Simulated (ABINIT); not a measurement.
An input for ABINIT 10.8.3 (GaN (F-43m)):

```
acell 3*1.0 Angstrom
rprim 
  0.000000000000 2.253500607500 2.253500607500
  2.253500607500 0.000000000000 2.253500607500
  2.253500607500 2.253500607500 0.000000000000
ntypat 2
znucl 31 7
natom 2
typat 1 2
xred 
  0.000000000000 0.000000000000 0.000000000000
  0.750000000000 0.750000000000 0.750000000000
pp_dirpath "pseudos"
pseudos "Ga.upf, N.upf"
ecut 45
ngkpt 6 6 6
nshiftk 1
shiftk 0 0 0
kptopt 1
chksymbreak 0
istwfk *1
occopt 1
irdwfk 1
optdriver 3
nband 123
ecuteps 9
inclvkb 2
awtr 1
symchi 1
irdqps 1
gwcalctyp 10
nqptdm 15
qptdm 
  0.1666666667 0.0000000000 0.0000000000
  0.3333333333 0.0000000000 0.0000000000
  0.5000000000 0.0000000000 0.0000000000
  0.1666666667 0.1666666667 0.0000000000
  0.3333333333 0.1666666667 0.0000000000
  0.5000000000 0.1666666667 0.0000000000
  -0.3333333333 0.1666666667 0.0000000000
  -0.1666666667 0.1666666667 0.0000000000
  0.3333333333 0.3333333333 0.0000000000
  0.5000000000 0.3333333333 0.0000000000
  -0.3333333333 0.3333333333 0.0000000000
  0.5000000000 0.5000000000 0.0000000000
  0.5000000000 0.3333333333 0.1666666667
  -0.3333333333 0.3333333333 0.1666666667
  -0.3333333333 0.5000000000 0.1666666667
indata_prefix "in"
outdata_prefix "out"
tmpdata_prefix "tmp"
```

```sh
OMP_NUM_THREADS=1 mpirun -n 8 abinit run.abi > log; mrgscr < mrgscr.stdin
```

Estimate wall time and host memory on 8 MPI ranks of Arm Neoverse V2, shared host.

It took 80 s; on shared hardware allow 40 s to 2.7 min. Peak host memory was 1.8 GiB.

[Paths, hosts, dates, memory and timing lines, banners, echoed tables and standing remarks are left out of the program output.]

[Logs are printed without paths, hosts, clocks, repeated set-up lines and the standing remarks that a program may print on its own settings, such as how far it seeks lower states.]

[Runs of the session that timed out or met a known fault of the program may be left out.]

[Hosts, paths, dates, database ids (printed as entryN), source tags and the programs' standing remarks are cut or masked in the printed files.]

[G0W0 gaps are taken among the corrected bands and points alone; a level outside them can change the order at an edge.]

[Where Ansatz stands beside ABINIT at settings called matched, ABINIT's density can come from a denser mesh and the files from another edition; pairs whose starting gaps differed by over 0.03 eV were left out, so agreement reads better than it is.]
